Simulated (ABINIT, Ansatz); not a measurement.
**CsH (Fm-3m): from Born charge to LO-TO splitting**

How high does the longitudinal optical mode of CsH (Fm-3m) lie, given the transverse one, the Born charge and ε∞?

Program: ABINIT 10.8.3. Level of theory: DFT LDA, scalar-relativistic, plane waves, PseudoDojo norm-conserving pseudopotentials. Results are calculated unless marked as measured.

The database entry behind the starting cell differs from later determinations by our own check (0.1 to 0.3 % short, probably kX units), so it need not match the best structure at ambient conditions.

### Step 1. The relaxed structure

Symmetry: Fm-3m, No. 225, cubic system. Conventional cell: a = 6.095 Å, b = 6.095 Å, c = 6.095 Å, α = 90.00°, β = 90.00°, γ = 90.00°. Cs has 6 H at 3.05 Å nearest. Nearest to H lie 6 Cs at 3.05 Å. Farther neighbours are not listed.

As a file:

```cif
data_structure
_symmetry_space_group_name_H-M 'P 1'
_symmetry_Int_Tables_number 1
_cell_length_a 4.3097
_cell_length_b 4.3097
_cell_length_c 4.3097
_cell_angle_alpha 60.000
_cell_angle_beta 60.000
_cell_angle_gamma 60.000
_cell_volume 56.60
loop_
_atom_site_label
_atom_site_type_symbol
_atom_site_fract_x
_atom_site_fract_y
_atom_site_fract_z
_atom_site_occupancy
Cs1 Cs 0.00000 0.00000 0.00000 1
H2 H 0.50000 0.50000 0.50000 1
```

This is the cell after its relaxation at this level of theory, not the database cell from which that began.

### Step 2. What the response run gave

A linear-response run on the relaxed cell, with the response to an electric field; only its zone-centre results are used. Cutoff 31 Ha, k mesh 4×4×4 with shifts.

Numbers of over 12 decimals in the logs are rounded to 6 here.

Output:

```text
[banners, grids, parts of the stress and lines that vanish by symmetry left out]
- input  file    -> dfpt_gamma.abi
- output file    -> dfpt_gamma.abo
- root for input  files -> dfpt_gammai
[...]
DATASET    1 : space group Fm -3 m (#225); Bravais cF (face-center cubic)
[...]
nfft =       91125          nkpt =         128
[...]
DATASET    2 : space group Fm -3 m (#225); Bravais cF (face-center cubic)
[...]
nfft =       91125          nkpt =         128
[...]
DATASET    3 : space group Fm -3 m (#225); Bravais cF (face-center cubic)
[...]
mpw =        3165          nfft =       91125          nkpt =         128
[...]
== DATASET  1 ==================================================================
[...]
cutoff_energies: {ecut:  31.0, pawecutdg:  -1.0, }
[...]
-  1.00000   1.00000  180309                  znucl, zion, pspdat
[...]
Perturbation : derivative vs k along direction   1
[...]
-ETOT  1  -10.127883197370     -1.013E+01 2.351E-02 0.000E+00
 ETOT  2  -10.133596722756     -5.714E-03 6.594E-04 0.000E+00
 ETOT  3  -10.133752546776     -1.558E-04 3.887E-05 0.000E+00
 ETOT  4  -10.133759639257     -7.092E-06 2.200E-06 0.000E+00
 ETOT  5  -10.133760044955     -4.057E-07 1.750E-07 0.000E+00
[...]
At SCF step   17   max residual=  9.86E-21 < tolwfr=  1.00E-20 =>converged.
[...]
Perturbation : derivative vs k along direction   2
[...]
-ETOT  1  -10.127883197227     -1.013E+01 2.351E-02 0.000E+00
[...]
At SCF step   17   max residual=  9.86E-21 < tolwfr=  1.00E-20 =>converged.
[...]
Perturbation : derivative vs k along direction   3
[...]
-ETOT  1  -10.127883197085     -1.013E+01 2.351E-02 0.000E+00
[...]
At SCF step   17   max residual=  9.86E-21 < tolwfr=  1.00E-20 =>converged.
[...]
1        1       1.9282960111   -0.0000000000
     1        2      -0.9641480055    0.0000000000
     1        3      -0.9641480055    0.0000000000
     2        1      -0.9641480055    0.0000000000
     2        2       1.9282960110    0.0000000000
     2        3       0.9641480055    0.0000000000
     3        1      -0.9641480055    0.0000000000
     3        2       0.9641480055    0.0000000000
     3        3       1.9282960111    0.0000000000
[...]
== DATASET  2 ==================================================================
[...]
cutoff_energies: {ecut:  31.0, pawecutdg:  -1.0, }
[...]
Perturbation : displacement of atom   1   along direction   1
[...]
1    4   1    4         3.4912383341        -0.0000000000
   1    4   2    4        -0.0000000000        -0.0000000000
   1    4   3    4        -0.0000000000        -0.0000000000
   2    4   1    4        -0.0000000000        -0.0000000000
   2    4   2    4         3.4912383341        -0.0000000000
   2    4   3    4        -0.0000000000        -0.0000000000
   3    4   1    4        -0.0000000000        -0.0000000000
   3    4   2    4         0.0000000000        -0.0000000000
   3    4   3    4         3.4912383341        -0.0000000000
  Effective charges, in cartesian coordinates,
[...]
1    1   1    4         1.1482670345         0.0000000000
   2    1   1    4         0.0000000000         0.0000000000
   3    1   1    4        -0.0000000000         0.0000000000
   1    2   1    4        -1.1271601225         0.0000000000
   2    2   1    4        -0.0000000000         0.0000000000
[...]
Effective charges, in cartesian coordinates,
[...]
2    4   1    2        -0.0000000000         0.0000000000
   3    4   1    2        -0.0000000000         0.0000000000
   1    4   2    2        -0.0000000000         0.0000000000
   2    4   2    2        -1.1271601353         0.0000000000
   3    4   2    2        -0.0000000000         0.0000000000
   1    4   3    2         0.0000000000         0.0000000000
   2    4   3    2        -0.0000000000         0.0000000000
   3    4   3    2        -1.1271601353         0.0000000000
  Phonon wavevector (reduced coordinates) :  0.00000  0.00000  0.00000
 Phonon energies in Hartree :
[...]
Phonon frequencies in cm-1    :
-  7.953595E-02  7.953650E-02  7.953816E-02  4.541228E+02  4.541228E+02
-  4.541228E+02
  Phonon at Gamma, with non-analyticity in the
[...]
Phonon energies in Hartree :
[...]
Phonon frequencies in cm-1    :
-  7.953595E-02  7.953650E-02  5.772649E-01  4.541228E+02  4.541228E+02
-  7.228853E+02
  Phonon at Gamma, with non-analyticity in the
[...]
Phonon energies in Hartree :
[...]
Phonon frequencies in cm-1    :
-  7.953595E-02  7.953816E-02  5.772647E-01  4.541228E+02  4.541228E+02
-  7.228853E+02
  Phonon at Gamma, with non-analyticity in the
[...]
Phonon energies in Hartree :
[...]
Phonon frequencies in cm-1    :
-  7.953650E-02  7.953816E-02  5.772646E-01  4.541228E+02  4.541228E+02
-  7.228853E+02
[...]
== DATASET  3 ==================================================================
[...]
cutoff_energies: {ecut:  31.0, pawecutdg:  -1.0, }
[...]
1          1       -0.000000000       -0.000000000       -0.000000000
[...]
1          2       -0.000000000       -0.000000000       -0.000000000
[...]
1          3       -0.000000000       -0.000000000       -0.000000000
[...]
2          1       -0.000000000       -0.000000000       -0.000000000
[...]
2          2       -0.000000000       -0.000000000       -0.000000000
[...]
2          3       -0.000000000       -0.000000000       -0.000000000
[...]
strten2     0.0000000000E+00  0.0000000000E+00  0.0000000000E+00
           strten3     0.0000000000E+00  0.0000000000E+00  0.0000000000E+00
================================================================================
```

```tsv
quantity	value
cell volume Ω (Å³)	56.602
mass of Cs (u)	132.905
mass of H (u)	1.008
Born charge of Cs, raw (e)	1.148
Born charge of H, raw (e)	-1.127
ε∞	3.491
ω(TO) after the sum rule (cm⁻¹)	454.1
```

### Step 3. The calculation

The charges must sum to zero over the cell; taking off their mean, 0.011 e, leaves Z* = 1.138 e on Cs. In the polar mode Cs moves against H, so the reduced mass is μ = 132.91 × 1.01 / 133.91 = 1.000 u.

A longitudinal wave builds up a field that adds to the restoring force: ω(LO)² = ω(TO)² + 4π Z*² / (μ Ω ε∞), in Hartree atomic units. With μ = 1824 electron masses and Ω = 381.97 bohr³ the second term is 6.6889e-06 Ha², or 322201 cm⁻² (1 Ha = 219474.6 cm⁻¹).

So ω(LO) = √(206225 + 322201) = 726.9 cm⁻¹, and by the Lyddane-Sachs-Teller relation ε₀ = ε∞ (ω(LO)/ω(TO))² = 8.95.

### Step 4. Check against the program

The analysis program adds the same non-analytic term to the full matrix.

Output:

```text
[banners, grids, parts of the stress and lines that vanish by symmetry left out]
-outvars_anaddb: echo values of input variables ----------------------

 Flags :
[...]
Dielectric Tensor and Effective Charges
[...]
Effective charge tensors after
[...]
1          1       -0.000000000       -0.000000000       -0.000000000
[...]
1          2       -0.000000000       -0.000000000       -0.000000000
[...]
1          3       -0.000000000       -0.000000000       -0.000000000
[...]
2          1       -0.000000000       -0.000000000       -0.000000000
[...]
2          2       -0.000000000       -0.000000000       -0.000000000
[...]
2          3       -0.000000000       -0.000000000       -0.000000000
[...]
Phonon wavevector (reduced coordinates) :  0.00000  0.00000  0.00000
 Phonon energies in Hartree :
[...]
Phonon energies in meV     :
-  0.000000E+00  0.000000E+00  0.000000E+00  5.630400E+01  5.630400E+01
-  5.630400E+01
 Phonon frequencies in cm-1    :
-  0.000000E+00  0.000000E+00  0.000000E+00  4.541224E+02  4.541224E+02
-  4.541224E+02
 Phonon frequencies in Thz     :
-  0.000000E+00  0.000000E+00  0.000000E+00  1.361425E+01  1.361425E+01
-  1.361425E+01
 Phonon energies in Kelvin  :
-  0.000000E+00  0.000000E+00  0.000000E+00  6.533808E+02  6.533808E+02
-  6.533808E+02
[...]
-  1  0.00000000E+00  0.00000000E+00  2.02398818E-03
-     0.00000000E+00  0.00000000E+00  0.00000000E+00
-  2  0.00000000E+00  0.00000000E+00  2.02399257E-03
-     0.00000000E+00  0.00000000E+00  0.00000000E+00
[...]
-  1  0.00000000E+00  2.02398818E-03  0.00000000E+00
-     0.00000000E+00  0.00000000E+00  0.00000000E+00
-  2  0.00000000E+00  2.02399257E-03  0.00000000E+00
-     0.00000000E+00  0.00000000E+00  0.00000000E+00
[...]
-  1  2.02398818E-03  0.00000000E+00  0.00000000E+00
-     0.00000000E+00  0.00000000E+00  0.00000000E+00
-  2  2.02399257E-03  0.00000000E+00  0.00000000E+00
-     0.00000000E+00  0.00000000E+00  0.00000000E+00
[...]
-  1  0.00000000E+00  0.00000000E+00  1.76260457E-04
-     0.00000000E+00  0.00000000E+00  0.00000000E+00
-  2 -5.76554082E-07  6.51551495E-07 -2.32413844E-02
-     0.00000000E+00  0.00000000E+00  0.00000000E+00
[...]
-  1  0.00000000E+00 -1.76260454E-04  0.00000000E+00
-     0.00000000E+00  0.00000000E+00  0.00000000E+00
-  2 -4.05979020E-06  2.32413841E-02  6.51652198E-07
-     0.00000000E+00  0.00000000E+00  0.00000000E+00
[...]
-  1  1.76260454E-04  0.00000000E+00  0.00000000E+00
-     0.00000000E+00  0.00000000E+00  0.00000000E+00
-  2 -2.32413841E-02 -4.05980636E-06  5.76440260E-07
[...]
-  9.012745E+01
 Phonon frequencies in cm-1    :
-  0.000000E+00  0.000000E+00  0.000000E+00  4.541224E+02  4.541224E+02
-  7.269269E+02
 Phonon frequencies in Thz     :
-  0.000000E+00  0.000000E+00  0.000000E+00  1.361425E+01  1.361425E+01
-  2.179272E+01
 Phonon energies in Kelvin  :
-  0.000000E+00  0.000000E+00  0.000000E+00  6.533808E+02  6.533808E+02
-  1.045886E+03
[...]
-  1  0.00000000E+00  0.00000000E+00  2.02398818E-03
[...]
-  2  0.00000000E+00  0.00000000E+00  2.02399257E-03
[...]
Phonon at Gamma, with non-analyticity in the
[...]
Phonon energies in Hartree :
[...]
Phonon energies in meV     :
-  0.000000E+00  0.000000E+00  0.000000E+00  5.630400E+01  5.630400E+01
-  9.012745E+01
 Phonon frequencies in cm-1    :
-  0.000000E+00  0.000000E+00  0.000000E+00  4.541224E+02  4.541224E+02
-  7.269269E+02
 Phonon frequencies in Thz     :
-  0.000000E+00  0.000000E+00  0.000000E+00  1.361425E+01  1.361425E+01
-  2.179272E+01
 Phonon energies in Kelvin  :
-  0.000000E+00  0.000000E+00  0.000000E+00  6.533808E+02  6.533808E+02
-  1.045886E+03
[...]
Phonon at Gamma, with non-analyticity in the
[...]
Phonon energies in Hartree :
[...]
Phonon energies in meV     :
-  0.000000E+00  0.000000E+00  0.000000E+00  5.630400E+01  5.630400E+01
-  9.012745E+01
 Phonon frequencies in cm-1    :
-  0.000000E+00  0.000000E+00  0.000000E+00  4.541224E+02  4.541224E+02
-  7.269269E+02
 Phonon frequencies in Thz     :
-  0.000000E+00  0.000000E+00  0.000000E+00  1.361425E+01  1.361425E+01
-  2.179272E+01
 Phonon energies in Kelvin  :
-  0.000000E+00  0.000000E+00  0.000000E+00  6.533808E+02  6.533808E+02
-  1.045886E+03
[...]
-  1  1.14747128E-05 -2.02367472E-03 -3.37215267E-05
[...]
-  2  1.14756397E-05 -2.02367821E-03 -3.37206979E-05
[...]
-  1  2.02393856E-03  1.13344066E-05  8.51057131E-06
[...]
-  2  2.02394205E-03  1.13335301E-05  8.50968872E-06
[...]
-  1  2.99744655E-05  1.06914461E-04 -1.36888926E-04
[...]
-  2 -3.95237870E-03 -1.40975471E-02  1.80499258E-02
[...]
-  1  1.40759951E-04 -9.63386243E-05 -4.44213271E-05
[...]
-  2 -1.85603521E-02  1.27030364E-02  5.85731569E-03
[...]
-         0.000000000       0.000000000       0.000000000
-         0.000000000       0.000000000       0.000000000
[...]
-         0.000000000       0.000000000       0.000000000
-         0.000000000       0.000000000       0.000000000
-         0.000000000       0.000000000       0.000000000
[...]
-         0.000000000       0.000000000       0.000000000
-         0.000000000       0.000000000       0.000000000
-         0.000000000       0.000000000       0.000000000
[...]
Direction                     Dielectric constant
[...]
0.00000   0.00000   1.00000      8.94571764
   1.00000   1.00000   1.00000      8.94571764
-
```

```tsv
quantity	by hand	program
ω(LO) (cm⁻¹)	726.9	726.9
ε₀	8.95	8.95
```

### Step 5. Outcome

```json
{
  "TO mode": "454.1 cm⁻¹",
  "LO mode": "726.9 cm⁻¹",
  "static dielectric constant": "8.946"
}
```

The LO mode of CsH (Fm-3m) lies at 727 cm⁻¹, 273 cm⁻¹ above the TO mode; the formula meets the program within 0.1 cm⁻¹, as it must for a cubic crystal with one polar mode. ω(LO)² − ω(TO)² goes with Z*²/ε∞: an error of 5 % in ε∞ would move the LO mode by 10.6 cm⁻¹, and semilocal functionals tend to overestimate ε∞. The raw charges miss their sum by 0.021 e, a sign that the k mesh is short for the field response, so ε∞ may be some per cent too high. These are harmonic values at zero temperature, at the volume of this functional, for the structure held cubic; stability elsewhere in the zone is no part of this calculation.

[Host names and launcher messages were left out of these logs when they were recorded.]

[Logs are printed without paths, hosts, clocks, repeated set-up lines and the standing remarks that a program may print on its own settings, such as how far it seeks lower states.]

[Hosts, paths, dates, database ids (printed as entryN), source tags and the programs' standing remarks are cut or masked in the printed files.]
